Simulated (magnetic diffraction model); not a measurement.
# Which magnetic order? Li2MnCl5

Space group Cmcm (no. 63), a = 5.1170 Å, b = 12.3500 Å, c = 11.9590 Å.

| site | atom | x | y | z |
| --- | --- | --- | --- | --- |
| 4c | Mn | 0 | 0.2008 | 3/4 |
| 8f | Cl | 0 | 0.0581 | 0.8765 |
| 8f | Cl | 1/2 | 0.1762 | 0.0979 |
| 4c | Cl | 0 | 0.2499 | 1/4 |
| 8f | Li | 0 | 0.1317 | 0.4275 |

The compound is invented for this exercise: a known structure type with other elements, its cell scaled to their sizes and not relaxed.

Only Mn is taken to order (form factors of Mn3+); orders and moment sizes are assumed, and not adapted to the symmetry. Radiation: neutrons of λ = 2.41 Å, 3° to 55°; isotropic B of 0.79 Å² (Mn), 0.81 Å² (Cl) and 1.08 Å² (Li). Simulated constant-wavelength pattern: nuclear and magnetic terms add, the magnetic one as |2.695 fm × Σ f S⊥ exp(2πi Q·r) exp(−B s²)|², summed over all Q at one angle with the factor 1/(sin²θ cos θ). For collinear order S is the moment m, which repeats by lattice and centring translations R with the sign exp(−2πi k·R). Free-ion form factors, Sears's scattering lengths of 1992, no absorption; a label names one of the reflections at its angle. The strongest nuclear line in the range is 100, and lines under 0.2 are left out.

Above the ordering temperature:

```tsv
2θ (°)	index	I
22.51	(0 2 0)	0.8
29.54	(1 1 0)	2.7
31.82	(1 1 1)	1.1
32.58	(0 2 2)	0.7
37.92	(1 1 2)	0.9
44.13	(1 3 0)	44.6
45.78	(1 3 1)	38.5
45.94	(0 4 0)	1.4
46.58	(1 1 3)	100.0
47.54	(0 0 4)	12.8
47.54	(0 4 1)	25.6
50.47	(1 3 2)	1.8
52.11	(0 4 2)	1.8
53.20	(0 2 4)	4.1
```

Below it (cell unchanged):

```tsv
2θ (°)	I
15.75	5.8
22.43	4.0
22.51	0.8
22.81	3.6
27.90	2.3
29.54	2.7
31.82	1.1
31.98	2.1
32.58	0.7
36.14	1.3
36.63	0.5
37.92	0.9
42.22	1.0
42.78	1.1
43.42	0.6
44.05	0.4
44.13	44.6
45.37	0.8
45.57	0.5
45.78	38.5
45.94	1.4
46.10	0.7
46.58	100.0
47.10	0.4
47.54	12.8
47.54	25.6
48.55	0.5
50.47	1.8
51.22	0.6
51.77	0.6
52.11	1.8
52.26	0.5
52.80	0.3
53.20	4.1
54.14	0.5
54.44	0.6
```
(The table stops after 36 lines; 1 more lie at higher angle.)

**Question.** Check that the new lines index with k = (1/2 1/2 1/2), then choose among these models:
A. collinear moments along [101], 3.27 μB on Mn; signs + at (0, 0.2008, 3/4), − at (1/2, 0.2992, 1/4)
B. collinear moments along [001], 3.27 μB on Mn; signs + at (0, 0.2008, 3/4), + at (1/2, 0.2992, 1/4)
C. collinear moments along [001], 3.27 μB on Mn; signs + at (0, 0.2008, 3/4), − at (1/2, 0.2992, 1/4)
D. collinear moments along [101], 3.27 μB on Mn; signs + at (0, 0.2008, 3/4), + at (1/2, 0.2992, 1/4)

The new lines index as (1/2 1/2 1/2) at 15.75°, (1/2 -3/2 1/2) at 22.43°, (1/2 1/2 -3/2) at 22.81° and (1/2 -3/2 3/2) at 27.90°, that is as H ± k with k = (1/2 1/2 1/2), one of 2 inequivalent arms of its star (k and −k counted as one), which a powder can't tell apart. Half indices mean that the moments reverse under translations with k·R a half-integer, and the magnetic cell has twice the primitive volume.

Magnetic intensity, observed (below minus above) and for each model:

| 2θ (°) | index | observed | A | B | C | D |
| --- | --- | --- | --- | --- | --- | --- |
| 15.75 | (1/2 1/2 1/2) | 5.8 | 10.4 | 9.1 | 9.1 | 5.8 |
| 22.43 | (1/2 -3/2 1/2) | 4.0 | 4.7 | 4.6 | 4.6 | 4.0 |
| 22.81 | (1/2 1/2 -3/2) | 3.6 | 0.7 | 2.0 | 2.0 | 3.6 |
| 27.90 | (1/2 -3/2 3/2) | 2.3 | 1.5 | 1.8 | 1.8 | 2.3 |
| 32.80 | (1/2 1/2 5/2) | <0.2 | 1.2 | 0.4 | 0.4 | <0.2 |
| 36.63 | (1/2 -3/2 5/2) | 0.5 | 0.9 | 0.6 | 0.6 | 0.5 |
| 45.57 | (3/2 -1/2 3/2) | 0.5 | 0.9 | 0.8 | 0.8 | 0.5 |
| 51.77 | (-3/2 1/2 5/2) | 0.6 | <0.2 | 0.4 | 0.4 | 0.6 |

Model D matches.

The structure used: k = (1/2 1/2 1/2), collinear moments along [101], 3.27 μB on Mn; signs + at (0, 0.2008, 3/4), + at (1/2, 0.2992, 1/4).

[Logs are printed without paths, hosts, clocks, repeated set-up lines and the standing remarks that a program may print on its own settings, such as how far it seeks lower states.]
